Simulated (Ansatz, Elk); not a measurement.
# How far do independent atoms describe AlC?

The structure of AlC used here is made up (a known structure type with other elements) and was relaxed beforehand with PBE. The aim is the Fourier transform of its all-electron density, F(hkl), set beside the sum over free spherical atoms that refinements use.

Method: DFT, PBE, all-electron APW+lo, Dirac cores, scalar-relativistic bands, static density, no spin, in Elk 11.2.3 (patched build).

This account leaves out most program logs.

The structure was built from a prototype and need not be the compound's stable phase.

## Step 1: The structure

The structure is cubic, space group F-43m (No. 216). Conventional cell: a = 4.656 Å, b = 4.656 Å, c = 4.656 Å, α = 90.00°, β = 90.00°, γ = 90.00°. Nearest to Al lie 4 C at 2.02 Å. C has 4 Al at 2.02 Å nearest. Farther neighbours are not listed.

## Step 2: Ground state and structure factors

An all-electron density is needed, since X-rays see the cores too. Task 0 finds the density and task 195 Fourier-transforms it; tshift is off so that phases refer to the origin typed.

Input file elk.in:

```
tasks
  0
  195

xctype
  20

spinpol
  .false.

rgkmax
  7.0

gmaxvr
  14.0

lmaxo
  7

lmaxapw
  8

swidth
  0.002

tshift
  .false.

ramdisk
  .false.

hmaxvr
  5.5

maxscl
  120

epspot
  1e-06

sppath
  './'

avec
  0.00000000000 4.39930561209 4.39930561209
  4.39930561209 0.00000000000 4.39930561209
  4.39930561209 4.39930561209 -0.00000000000

atoms
  2
  'Al.in'
  1
  0.0000000000 -0.0000000000 -0.0000000000   0.000000 0.000000 0.000000
  'C.in'
  1
  0.7500000000 0.7500000000 0.7500000000   0.000000 0.000000 0.000000

ngridk
  8 8 8
```

Command:

```bash
OMP_NUM_THREADS=4 elk
```

Run time: 5.8 s. Hardware: 4 threads of Arm Neoverse V1, shared host; peak memory 0.2 GiB.

SFACRHO.OUT:

```text

h k l indices transformed by vhmat matrix:
   1.000000000       0.000000000       0.000000000    
   0.000000000       1.000000000       0.000000000    
   0.000000000       0.000000000       1.000000000    

      h      k      l  multipl.   |H|            Re(F)            Im(F)           |F|

      0      0      0      1   0.0000000       19.000000      0.23950361E-16   19.000000    
     -1      0      0      4   1.2368766       9.3913321       4.1009456       10.247676    
      1      0      0      4   1.2368766       9.3913321      -4.1009456       10.247676    
      0     -1     -1      6   1.4282221       5.3565435     -0.12106156E-14   5.3565435    
     -1      1      0     12   2.0198110       10.286735     -0.29041898E-15   10.286735    
     -1      1     -1     12   2.3684383       7.2066219       2.0904793       7.5036993    
     -1     -2      0     12   2.3684383       7.2066219      -2.0904793       7.5036993    
      0      0     -2      4   2.4737532       5.0398650      0.13525489       5.0416796    
      0      2      0      4   2.4737532       5.0398650     -0.13525489       5.0416796    
      2      2      0      6   2.8564441       8.2634739     -0.14816715E-14   8.2634739    
     -2      1      0     12   3.1127378       6.0524080       1.7582528       6.3026261    
     -2     -2     -3     12   3.1127378       6.0524080      -1.7582528       6.3026261    
      1      2     -1     24   3.1936016       4.1755273      0.66596786E-15   4.1755273    
      3      1      0     12   3.4984153       7.0650923      0.12728943E-01   7.0651038    
     -1      0     -3     12   3.4984153       7.0650923     -0.12728943E-01   7.0651038    
     -1      2      2     12   3.7106297       5.1060237       1.5924783       5.3485947    
     -3     -3     -3      4   3.7106297       5.0924602       1.5965949       5.3368779    
      3      2      0     12   3.7106297       5.1060237      -1.5924783       5.3485947
```

Elk indexes on the primitive cell of elk.in and gives |H| = 4π sin θ/λ in inverse bohr. Below, one row stands for each form hkl of the conventional cell (m members, Friedel mates merged), F is for one primitive cell and the density is static (no thermal factor). Free-atom factors are Waasmaier and Kirfel's, and R is Σm||F|−|F'||/Σm|F|.

```csv
hkl,m,sin θ/λ (Å⁻¹),"abs F, DFT",neutral atoms,diff.,abs of complex diff.
111,8,0.186,10.248,10.109,+0.138,0.345
200,6,0.215,5.356,5.577,-0.220,0.220
220,12,0.304,10.287,10.298,-0.011,0.011
311,24,0.356,7.504,7.557,-0.054,0.065
222,8,0.372,5.042,5.010,+0.031,0.139
400,6,0.430,8.264,8.293,-0.029,0.029
331,24,0.468,6.303,6.277,+0.025,0.026
420,24,0.480,4.176,4.179,-0.003,0.003
422,24,0.526,7.065,7.063,+0.002,0.013
511,24,0.558,5.349,5.350,-0.002,0.002
333,8,0.558,5.337,5.350,-0.013,0.016
440,12,0.608,6.173,6.175,-0.002,0.002
531,48,0.635,4.644,4.648,-0.004,0.004
442,24,0.644,2.836,2.834,+0.002,0.003
```

## Step 3: The highest occupied states alone

An energy window below the Fermi level keeps the highest occupied states, to see at which angles they scatter; shallow core shells can lie inside it and anion s states outside. No new self-consistency is needed.

Edit elk.in of step 2 so:

```diff
@@ -1,3 +1,2 @@
 tasks
-  0
   195
@@ -40,2 +39,5 @@
 
+wsfac
+  -0.190820 0.476680
+
 sppath
```

Command:

```bash
OMP_NUM_THREADS=4 elk
```

Elapsed: 1.5 s, on 4 threads; peak memory 0.2 GiB.

States within 10 eV below the Fermi level hold 6.34 electrons; any levels below the window count with the cores, and a count that is not whole means the window cuts a band. Their amplitudes can exceed the total, where window and core parts have opposite phase:

```csv
hkl,sin θ/λ (Å⁻¹),"abs F, window","abs F, all"
111,0.186,1.965,10.248
200,0.215,1.402,5.356
220,0.304,0.487,10.287
311,0.356,0.253,7.504
222,0.372,0.252,5.042
400,0.430,0.091,8.264
331,0.468,0.081,6.303
420,0.480,0.022,4.176
422,0.526,0.057,7.065
511,0.558,0.063,5.349
```

## Step 4: Another functional

The difference from free atoms is small, so it is set against the change that LDA (Perdew-Wang) makes.

Edit elk.in of step 3 so:

```diff
@@ -1,2 +1,3 @@
 tasks
+  0
   195
@@ -4,3 +5,3 @@
 xctype
-  20
+  3
 
@@ -39,5 +40,2 @@
 
-wsfac
-  -0.190820 0.476680
-
 sppath
```

Command:

```bash
OMP_NUM_THREADS=4 elk
```

It took 4 s on 4 threads; peak memory 0.2 GiB.

Against the first run R = 0.19 %; the largest change is -0.019 at 222.

## Step 5: Basis size

A smaller basis shows how fast F responds to it; the change is likely larger than the basis error of the first run, but doesn't show convergence.

Edit elk.in of step 4 so:

```diff
@@ -5,3 +5,3 @@
 xctype
-  3
+  20
 
@@ -11,3 +11,3 @@
 rgkmax
-  7.0
+  5.5
```

Command:

```bash
OMP_NUM_THREADS=4 elk
```

It took 4.5 s on 4 threads; peak memory 0.2 GiB; 11 s of CPU time.

Against the first run R = 0.05 %; the largest change is +0.014 at 222.

## Step 6: Basis size

The basis and the expansions that go with it are enlarged, to see whether the differences are converged.

Edit elk.in of step 5 so:

```diff
@@ -11,12 +11,12 @@
 rgkmax
-  5.5
+  8.5
 
 gmaxvr
-  14.0
+  18.0
 
 lmaxo
-  7
+  9
 
 lmaxapw
-  8
+  10
```

Command:

```bash
OMP_NUM_THREADS=4 elk
```

The job ended after 15 s (4 threads; peak memory 0.2 GiB; 44 s of CPU time).

Against the first run R = 0.01 %; the largest change is -0.002 at 333.

## Step 7: Settings against the effect

```csv
run,R against the first run (%),"R against neutral atoms, low angle (%)",wall time
"PBE, rgkmax 7",0.00,2.13,5.8 s
LDA (Perdew-Wang),0.19,2.05,4 s
rgkmax 5.5,0.05,2.07,4.5 s
rgkmax 8.5 with larger expansions,0.01,2.13,15 s
```

## Step 8: Results

| Item | Value |
| --- | --- |
| R against neutral atoms, sin θ/λ < 0.3 Å⁻¹ | 2.13 % |
| R against neutral atoms, 0.3 to 0.82 Å⁻¹ | 0.18 % |

In words: Independent neutral atoms miss the calculated amplitudes by R = 2.13 % below 0.3 Å⁻¹ and 0.18 % from there to 0.82 Å⁻¹; by shells, 2.13 % 0.15 to 0.3 (2 forms), 0.47 % 0.3 to 0.45 (4 forms), 0.13 % above 0.45 (19 forms). Bonding, aspherical density and the tables' own atoms all enter these figures, and the runs don't part them. The largest change of an amplitude is -0.22 electrons, at 200. R counts amplitudes alone; phases shift too. The window's part falls from 6.3 electrons at the origin to at most 0.08 between 0.45 and 0.82 Å⁻¹. Below 0.3 Å⁻¹ the changes that finished (LDA (Perdew-Wang), rgkmax 5.5 and rgkmax 8.5 with larger expansions) move F by R = 0.08 % at most, against the 2.13 % that separates it from free atoms. The k-mesh has no finished test. Part of the difference isn't bonding: the tables are fits to free atoms and ions calculated by other methods than this functional. Thermal motion, anomalous dispersion and extinction are left out.

[Logs are printed without paths, hosts, clocks, repeated set-up lines and the standing remarks that a program may print on its own settings, such as how far it seeks lower states.]

[Hosts, paths, dates, database ids (printed as entryN), source tags and the programs' standing remarks are cut or masked in the printed files.]
